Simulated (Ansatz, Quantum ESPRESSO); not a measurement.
# Work-function anisotropy of Ca, part 5 of 6

Which face of Ca holds its electrons most tightly, and does packing explain the order?

Quantum ESPRESSO 7.5; plane-wave DFT, PBE, GBRV ultrasoft pseudopotentials; geometry and cross-check by Ansatz 0.2.0 with PAW datasets.

So far. Step 11 (Potential by pp.x of (100)): On (100) the work function under PBEsol lies +0.04 eV from PBE's. Step 12 (Relaxation with Ansatz of (110)): The relaxation lowers the energy by 3 meV an atom. Held were the atoms numbered 3, 4 and 5; the forces quoted are those on the free ones.

## 13. Ground state of (110), PBE

Level of this step: plane-wave DFT, PBE, GBRV ultrasoft pseudopotentials (Quantum ESPRESSO 7.5).

File 110.pbe.in:

```
&control
  prefix = '110.pbe'
  outdir = './out'
  pseudo_dir = './pseudo'
  calculation = 'scf'
  tprnfor = .true.
/
&system
  ibrav = 0
  nat = 7
  ntyp = 1
  ecutwfc = 40
  ecutrho = 200
  occupations = 'smearing'
  smearing = 'mv'
  degauss = 0.02
/
&electrons
  conv_thr = 1e-07
  mixing_beta = 0.4
  electron_maxstep = 120
  mixing_mode = 'local-TF'
/
ATOMIC_SPECIES
  Ca  40.0780  ca_pbe_v1.uspp.F.UPF
CELL_PARAMETERS angstrom
  5.58000000000000 0.00000000000000 0.00000000000000
  0.00000000000000 3.94565583900000 0.00000000000000
  0.00000000000000 0.00000000000000 27.83696751710000
ATOMIC_POSITIONS crystal
  Ca  0.000000000000 0.000000000000 0.293081898789
  Ca  0.500000000000 0.500000000000 0.360815817043
  Ca  0.000000000000 0.000000000000 0.429129208500
  Ca  0.500000000000 0.500000000000 0.500000000000
  Ca  0.000000000000 0.000000000000 0.570870791500
  Ca  0.500000000000 0.500000000000 0.639184179143
  Ca  0.000000000000 0.000000000000 0.706918090101
K_POINTS automatic
  6 8 1 0 0 0
```

The run is started by

```sh
OMP_NUM_THREADS=1 mpirun -n 4 pw.x -nk 2 -in 110.pbe.in > 110.pbe.out
```

The program printed:

```text
[banner, memory and clock lines left out]
Program PWSCF v.7.5 starts

          URL

     Message from routine setup:
     using ibrav=0 with symmetry is DISCOURAGED, use correct ibrav instead

     bravais-lattice index     =            0
     lattice parameter (alat)  =      10.5447  a.u.
     unit-cell volume          =    4135.9180 (a.u.)^3
     number of atoms/cell      =            7
     number of atomic types    =            1
     number of electrons       =        70.00
     number of Kohn-Sham states=           42
     kinetic-energy cutoff     =      40.0000  Ry
     charge density cutoff     =     200.0000  Ry
     scf convergence threshold =      1.0E-07
     mixing beta               =       0.4000
     number of iterations used =            8  local-TF  mixing
     Exchange-correlation= SLA  PW   PBE  PBE
                           (   1   4   3   4   0   0   0)

     celldm(1)=  10.544672  celldm(2)=   0.000000  celldm(3)=   0.000000
     celldm(4)=   0.000000  celldm(5)=   0.000000  celldm(6)=   0.000000

     crystal axes: (cart. coord. in units of alat)
               a(1) = (   1.000000   0.000000   0.000000 )
               a(2) = (   0.000000   0.707107   0.000000 )
               a(3) = (   0.000000   0.000000   4.988704 )

     reciprocal axes: (cart. coord. in units 2 pi/alat)
               b(1) = (  1.000000  0.000000  0.000000 )
               b(2) = (  0.000000  1.414214  0.000000 )
               b(3) = (  0.000000  0.000000  0.200453 )

     PseudoPot. # 1 for Ca read from file:
     ./pseudo/ca_pbe_v1.uspp.F.UPF
     Pseudo is Ultrasoft + core correction, Zval = 10.0
     Generated by new atomic code, or converted to UPF format
     Using radial grid of  845 points,  6 beta functions with:
                l(1) =   0
                l(2) =   0
                l(3) =   1
                l(4) =   1
                l(5) =   2
                l(6) =   2
     Q(r) pseudized with  8 coefficients,  rinner =    1.500   1.500   1.500
                                                       1.500   1.500

     atomic species   valence    mass     pseudopotential
     Ca               10.00    40.07800     Ca( 1.00)

      8 Sym. Ops., with inversion, found

   Cartesian axes

     site n.     atom                  positions (alat units)
         1        Ca     tau(   1) = (   0.0000000   0.0000000   1.4620988  )
         2        Ca     tau(   2) = (   0.5000000   0.3535534   1.8000033  )
         3        Ca     tau(   3) = (   0.0000000   0.0000000   2.1407985  )
         4        Ca     tau(   4) = (   0.5000000   0.3535534   2.4943519  )
         5        Ca     tau(   5) = (   0.0000000   0.0000000   2.8479053  )
         6        Ca     tau(   6) = (   0.5000000   0.3535534   3.1887006  )
         7        Ca     tau(   7) = (   0.0000000   0.0000000   3.5266050  )

     number of k points=    20  Marzari-Vanderbilt smearing, width (Ry)=  0.0200
                       cart. coord. in units 2pi/alat
        k(    1) = (   0.0000000   0.0000000   0.0000000), wk =   0.0416667
        k(    2) = (   0.0000000   0.1767767   0.0000000), wk =   0.0833333
        k(    3) = (   0.0000000   0.3535534   0.0000000), wk =   0.0833333
        k(    4) = (   0.0000000   0.5303301   0.0000000), wk =   0.0833333
        k(    5) = (   0.0000000  -0.7071068   0.0000000), wk =   0.0416667
        k(    6) = (   0.1666667   0.0000000   0.0000000), wk =   0.0833333
        k(    7) = (   0.1666667   0.1767767   0.0000000), wk =   0.1666667
        k(    8) = (   0.1666667   0.3535534   0.0000000), wk =   0.1666667
        k(    9) = (   0.1666667   0.5303301   0.0000000), wk =   0.1666667
        k(   10) = (   0.1666667  -0.7071068   0.0000000), wk =   0.0833333
        k(   11) = (   0.3333333   0.0000000   0.0000000), wk =   0.0833333
        k(   12) = (   0.3333333   0.1767767   0.0000000), wk =   0.1666667
        k(   13) = (   0.3333333   0.3535534   0.0000000), wk =   0.1666667
        k(   14) = (   0.3333333   0.5303301   0.0000000), wk =   0.1666667
        k(   15) = (   0.3333333  -0.7071068   0.0000000), wk =   0.0833333
        k(   16) = (  -0.5000000   0.0000000   0.0000000), wk =   0.0416667
        k(   17) = (  -0.5000000   0.1767767   0.0000000), wk =   0.0833333
        k(   18) = (  -0.5000000   0.3535534   0.0000000), wk =   0.0833333
        k(   19) = (  -0.5000000   0.5303301   0.0000000), wk =   0.0833333
        k(   20) = (  -0.5000000  -0.7071068   0.0000000), wk =   0.0416667

     Dense  grid:   197523 G-vectors     FFT dimensions: (  48,  36, 240)

     Smooth grid:   141019 G-vectors     FFT dimensions: (  45,  32, 216)

     Initial potential from superposition of free atoms

     starting charge      69.9618, renormalised to      70.0000

     negative rho (up, down):  3.062E-05 0.000E+00
     Starting wfcs are   70 randomized atomic wfcs

     per-process dynamical memory:   124.9 Mb

     Self-consistent Calculation

     iteration #  1     ecut=    40.00 Ry     beta= 0.40
     Davidson diagonalization with overlap
     ethr =  1.00E-02,  avg # of iterations =  3.0

     total energy              =    -524.35303978 Ry
     estimated scf accuracy    <       0.93945222 Ry

     iteration #  2     ecut=    40.00 Ry     beta= 0.40
     Davidson diagonalization with overlap
     ethr =  1.34E-03,  avg # of iterations =  4.8

     total energy              =    -524.31515758 Ry
     estimated scf accuracy    <       0.68409433 Ry

     iteration #  3     ecut=    40.00 Ry     beta= 0.40
     Davidson diagonalization with overlap
     ethr =  9.77E-04,  avg # of iterations =  4.8

     total energy              =    -524.36850920 Ry
     estimated scf accuracy    <       0.04752488 Ry

     iteration #  4     ecut=    40.00 Ry     beta= 0.40
     Davidson diagonalization with overlap
     ethr =  6.79E-05,  avg # of iterations =  7.9

     total energy              =    -524.37145134 Ry
     estimated scf accuracy    <       0.02569304 Ry

     iteration #  5     ecut=    40.00 Ry     beta= 0.40
     Davidson diagonalization with overlap
     ethr =  3.67E-05,  avg # of iterations =  3.9

     total energy              =    -524.36767749 Ry
     estimated scf accuracy    <       0.08320316 Ry

     iteration #  6     ecut=    40.00 Ry     beta= 0.40
     Davidson diagonalization with overlap
     ethr =  3.67E-05,  avg # of iterations =  3.0

     total energy              =    -524.36946446 Ry
     estimated scf accuracy    <       0.01487159 Ry

     iteration #  7     ecut=    40.00 Ry     beta= 0.40
     Davidson diagonalization with overlap
[...]
0.2526   0.4324   0.6165   1.1894   1.1952   1.6470   1.7103   1.9570
     2.0850   2.1498

          k = 0.1667 0.1768 0.0000 ( 17709 PWs)   bands (ev):

   -41.7150 -41.7150 -41.0234 -41.0198 -41.0186 -40.9720 -40.9704 -22.7181
   -22.7181 -22.6811 -22.6811 -22.6277 -22.6277 -22.0539 -22.0384 -22.0248
   -22.0082 -22.0066 -21.9936 -21.9788 -21.9682 -21.9660 -21.9539 -21.9410
   -21.9332 -21.9304 -21.9233 -21.9202  -2.4611  -2.0079  -1.2518  -0.3455
     0.3862   0.5655   0.7284   1.2305   1.2802   1.6814   1.7227   1.9382
     2.0071   2.1170

          k = 0.1667 0.3536 0.0000 ( 17686 PWs)   bands (ev):

   -41.7137 -41.7137 -41.0218 -41.0184 -41.0172 -40.9709 -40.9691 -22.7160
   -22.7160 -22.6786 -22.6786 -22.6500 -22.6500 -22.0520 -22.0310 -22.0249
   -22.0095 -22.0030 -21.9934 -21.9933 -21.9881 -21.9871 -21.9555 -21.9502
   -21.9446 -21.9381 -21.9331 -21.9296  -1.9694  -1.5286  -0.7990   0.0642
     0.7344   0.8889   0.9811   1.3427   1.4511   1.5015   1.6590   1.7736
     1.9586   1.9972

          k = 0.1667 0.5303 0.0000 ( 17678 PWs)   bands (ev):

   -41.7123 -41.7123 -41.0201 -41.0169 -41.0159 -40.9698 -40.9679 -22.7139
   -22.7139 -22.6761 -22.6761 -22.6723 -22.6722 -22.0521 -22.0324 -22.0279
   -22.0197 -22.0129 -22.0081 -21.9968 -21.9913 -21.9885 -21.9643 -21.9589
   -21.9567 -21.9429 -21.9390 -21.9339  -1.2066  -0.7953  -0.1329   0.5943
     0.7091   0.9484   1.0685   1.1764   1.3141   1.5325   1.6660   1.6930
     1.7565   1.9462

          k = 0.1667-0.7071 0.0000 ( 17630 PWs)   bands (ev):

   -41.7118 -41.7118 -41.0195 -41.0163 -41.0153 -40.9693 -40.9673 -22.7131
   -22.7130 -22.6814 -22.6814 -22.6750 -22.6750 -22.0531 -22.0382 -22.0323
   -22.0234 -22.0216 -22.0111 -21.9965 -21.9899 -21.9861 -21.9657 -21.9633
   -21.9579 -21.9459 -21.9445 -21.9338  -0.2655  -0.2578   0.0805   0.0951
     0.5135   0.7035   0.9253   1.5401   1.5512   1.5569   1.5701   1.6593
     1.6630   1.6855

          k = 0.3333 0.0000 0.0000 ( 17713 PWs)   bands (ev):

   -41.7156 -41.7156 -41.0236 -41.0203 -41.0192 -40.9730 -40.9711 -22.7194
   -22.7194 -22.6824 -22.6824 -22.6183 -22.6183 -22.0629 -22.0414 -22.0271
   -22.0089 -22.0077 -21.9918 -21.9653 -21.9526 -21.9515 -21.9489 -21.9424
   -21.9399 -21.9281 -21.9184 -21.9170  -2.1861  -1.7525  -1.0467  -0.6008
    -0.3325  -0.1271   0.1979   0.9716   1.2387   1.4252   1.7391   1.8702
     2.1069   2.2776

          k = 0.3333 0.1768 0.0000 ( 17682 PWs)   bands (ev):

   -41.7150 -41.7150 -41.0230 -41.0197 -41.0186 -40.9724 -40.9706 -22.7184
   -22.7184 -22.6814 -22.6814 -22.6276 -22.6276 -22.0604 -22.0388 -22.0252
   -22.0099 -22.0063 -21.9913 -21.9774 -21.9656 -21.9624 -21.9486 -21.9400
   -21.9388 -21.9304 -21.9242 -21.9230  -2.0236  -1.5914  -0.8880  -0.4616
    -0.1818   0.0194   0.3565   1.0235   1.2817   1.4991   1.7822   1.8809
     2.1099   2.2530

          k = 0.3333 0.3536 0.0000 ( 17668 PWs)   bands (ev):

   -41.7137 -41.7137 -41.0215 -41.0183 -41.0172 -40.9711 -40.9692 -22.7161
   -22.7161 -22.6792 -22.6792 -22.6501 -22.6501 -22.0543 -22.0333 -22.0245
   -22.0137 -22.0044 -21.9982 -21.9906 -21.9893 -21.9854 -21.9526 -21.9465
   -21.9444 -21.9368 -21.9320 -21.9287  -1.5564  -1.1315  -0.4426  -0.0803
     0.2142   0.4250   0.7631   1.1886   1.4024   1.6353   1.6940   1.8480
     1.8707   2.1479

          k = 0.3333 0.5303 0.0000 ( 17637 PWs)   bands (ev):

   -41.7123 -41.7123 -41.0201 -41.0168 -41.0159 -40.9698 -40.9679 -22.7137
   -22.7137 -22.6769 -22.6769 -22.6724 -22.6724 -22.0489 -22.0369 -22.0312
   -22.0218 -22.0150 -22.0106 -22.0045 -21.9955 -21.9873 -21.9601 -21.9564
   -21.9514 -21.9390 -21.9350 -21.9325  -0.8453  -0.4408   0.1949   0.4048
     0.7080   0.9524   1.0195   1.1635   1.1895   1.4291   1.6168   1.7252
     1.7387   1.7592

          k = 0.3333-0.7071 0.0000 ( 17586 PWs)   bands (ev):

   -41.7118 -41.7117 -41.0194 -41.0163 -41.0153 -40.9693 -40.9673 -22.7128
   -22.7127 -22.6817 -22.6817 -22.6760 -22.6760 -22.0472 -22.0442 -22.0362
   -22.0242 -22.0208 -22.0201 -22.0074 -21.9906 -21.9855 -21.9652 -21.9591
   -21.9520 -21.9420 -21.9351 -21.9345  -0.0189   0.0102   0.3538   0.3845
     0.8198   0.9590   1.1234   1.1479   1.1980   1.2563   1.4221   1.5110
     1.5409   1.7179

          k =-0.5000 0.0000 0.0000 ( 17690 PWs)   bands (ev):

   -41.7155 -41.7155 -41.0234 -41.0202 -41.0192 -40.9732 -40.9712 -22.7196
   -22.7196 -22.6825 -22.6825 -22.6182 -22.6182 -22.0660 -22.0379 -22.0355
   -22.0061 -22.0020 -21.9930 -21.9634 -21.9515 -21.9510 -21.9492 -21.9424
   -21.9357 -21.9324 -21.9210 -21.9182  -1.5151  -1.4615  -1.1695  -1.0004
    -0.5552  -0.3463  -0.0039   0.9502   1.2861   1.3247   1.6848   1.8520
     2.1758   2.2174

          k =-0.5000 0.1768 0.0000 ( 17704 PWs)   bands (ev):

   -41.7150 -41.7150 -41.0228 -41.0196 -41.0186 -40.9726 -40.9707 -22.7186
   -22.7186 -22.6816 -22.6816 -22.6276 -22.6276 -22.0631 -22.0364 -22.0320
   -22.0050 -22.0041 -21.9921 -21.9801 -21.9642 -21.9620 -21.9447 -21.9401
   -21.9347 -21.9337 -21.9266 -21.9247  -1.3632  -1.3100  -1.0162  -0.8501
    -0.3965  -0.1935   0.1742   0.9923   1.3651   1.3687   1.7458   1.8844
     2.1677   2.1877

          k =-0.5000 0.3536 0.0000 ( 17694 PWs)   bands (ev):

   -41.7137 -41.7136 -41.0214 -41.0182 -41.0172 -40.9713 -40.9693 -22.7161
   -22.7161 -22.6795 -22.6795 -22.6501 -22.6501 -22.0556 -22.0334 -22.0261
   -22.0083 -22.0080 -22.0044 -21.9928 -21.9868 -21.9846 -21.9516 -21.9465
   -21.9375 -21.9341 -21.9337 -21.9318  -0.9346  -0.8818  -0.5880  -0.4290
     0.0360   0.2254   0.6729   1.1112   1.5037   1.5803   1.8480   1.8960
     1.9351   1.9536

          k =-0.5000 0.5303 0.0000 ( 17596 PWs)   bands (ev):

   -41.7123 -41.7123 -41.0200 -41.0168 -41.0159 -40.9699 -40.9679 -22.7137
   -22.7136 -22.6774 -22.6774 -22.6726 -22.6725 -22.0473 -22.0394 -22.0332
   -22.0234 -22.0149 -22.0092 -22.0070 -21.9998 -21.9865 -21.9618 -21.9560
   -21.9447 -21.9368 -21.9357 -21.9309  -0.3161  -0.2609   0.0229   0.1769
     0.6098   0.7952   1.2800   1.3141   1.3216   1.3697   1.4735   1.5867
     1.7148   1.7574

          k =-0.5000-0.7071 0.0000 ( 17488 PWs)   bands (ev):

   -41.7117 -41.7117 -41.0194 -41.0163 -41.0153 -40.9693 -40.9673 -22.7126
   -22.7126 -22.6818 -22.6818 -22.6765 -22.6765 -22.0479 -22.0429 -22.0389
   -22.0254 -22.0233 -22.0163 -22.0135 -21.9907 -21.9854 -21.9697 -21.9573
   -21.9467 -21.9383 -21.9376 -21.9301   0.1755   0.2411   0.5706   0.7404
     0.8441   0.8817   0.8942   0.9942   1.1038   1.2776   1.3742   1.3747
     1.5839   1.7400

     the Fermi energy is     1.0778 ev

!    total energy              =    -524.36823064 Ry
     estimated scf accuracy    <       0.00000009 Ry
     smearing contrib. (-TS)   =      -0.00337809 Ry
     internal energy E=F+TS    =    -524.36485255 Ry

     The total energy is F=E-TS. E is the sum of the following terms:
     one-electron contribution =   -2119.50196901 Ry
     hartree contribution      =    1051.41333377 Ry
     xc contribution           =     -82.27895001 Ry
     ewald contribution        =     626.00273270 Ry

     convergence has been achieved in  16 iterations

     negative rho (up, down):  2.154E-05 0.000E+00

     Forces acting on atoms (cartesian axes, Ry/au):

     atom    1 type  1   force =     0.00000000    0.00000000    0.00013620
     atom    2 type  1   force =     0.00000000    0.00000000    0.00011659
     atom    3 type  1   force =     0.00000000    0.00000000    0.00113327
     atom    4 type  1   force =     0.00000000    0.00000000    0.00000000
     atom    5 type  1   force =     0.00000000    0.00000000   -0.00113327
     atom    6 type  1   force =     0.00000000    0.00000000   -0.00011659
     atom    7 type  1   force =     0.00000000    0.00000000   -0.00013620

     Total force =     0.001623     Total SCF correction =     0.001048
     SCF correction compared to forces is large: reduce conv_thr to get better values

     XML data file, charge density, pseudopotentials, collected wavefunctions

                                        0.00s GPU  (     923 calls)
```

The job ended after 1.7 min (4 MPI ranks of Arm Neoverse V2, shared host; peak memory 1.1 GiB).

This step gave:

- free energy: -7134.3932 eV
- Fermi energy: 1.078 eV

## 14. Potential by pp.x of (110)

File 110.pbe.pot.in:

```
&inputpp
  prefix = '110.pbe'
  outdir = './out'
  filplot = '110.pbe.pot.dat'
  plot_num = 11
/
```

The run is started by

```sh
OMP_NUM_THREADS=1 mpirun -n 4 pp.x -in 110.pbe.pot.in > 110.pbe.pot.out
```

The program printed:

```text
[banner, memory and clock lines left out]
Program POST-PROC v.7.5 starts

          URL

     ./out/110.pbe.save/

     IMPORTANT: XC functional enforced from input :
     Exchange-correlation= PBE
                           (   1   4   3   4   0   0   0)
     Any further DFT definition will be discarded
     Please, verify this is what you really want

     negative rho (up, down):  2.154E-05 0.000E+00

     Calling punch_plot, plot_num =  11
     Writing data to file  110.pbe.pot.dat
     Message from routine chdens:
     namelist plot not found or invalid, exiting
```

It took 1 s on 4 MPI ranks; peak memory 0.19 GiB; 3.7 s of CPU time.

This step gave:

* work function of the upper face: 2.784 eV
* slope of the potential above: 0.001864 eV/Å
* upper vacuum line continued to the top atoms, over the Fermi level: 2.774 eV
* work function of the lower face: 2.785 eV
* slope of the potential below: -0.001409 eV/Å
* lower vacuum line continued to the bottom atoms, over the Fermi level: 2.777 eV

The potential energy, planar mean oscillates, so the rows of the table below give means over windows of 1.86 Å about each position, cut where the curve ends. Its maxima inside the range that stand out by 2 % of the span (Å: eV): 9.2: -1.34, 11.0: -1.11, 12.9: -0.898, 15.0: -0.898, 16.8: -1.11, 18.7: -1.34. Its minima: 8.1: -6.24, 10.1: -5.96, 11.9: -6.04, 13.9: -6.00, 15.9: -6.04, 17.7: -5.96, 19.7: -6.24.

Electrostatic potential energy of an electron; zero at the Fermi level. Table of potential energy, planar mean by z; means over each step:

z (Å), potential energy, planar mean (eV) and a bar from the least value:
```
     0.93       2.79 ##############################
     2.79       2.78 ##############################
     4.65       2.74 ##############################
     6.51       1.66 #########################
     8.37      -3.59 
    10.23      -3.47 #
    12.09      -3.42 #
    13.95      -3.39 #
    15.81      -3.43 #
    17.67      -3.48 #
    19.53      -3.56 
    21.39       1.77 #########################
    23.25       2.75 ##############################
    25.11       2.78 ##############################
    26.97       2.79 ##############################
```

[end of part 5 of 6]

[Logs are printed without paths, hosts, clocks, repeated set-up lines and the standing remarks that a program may print on its own settings, such as how far it seeks lower states.]

[Hosts, paths, dates, database ids (printed as entryN), source tags and the programs' standing remarks are cut or masked in the printed files.]

[Maps of the electrostatic potential energy from Ansatz leave out the sawtooth potential of an applied field or a dipole correction, so their vacuum need not be flat; planar profiles and work functions include it.]
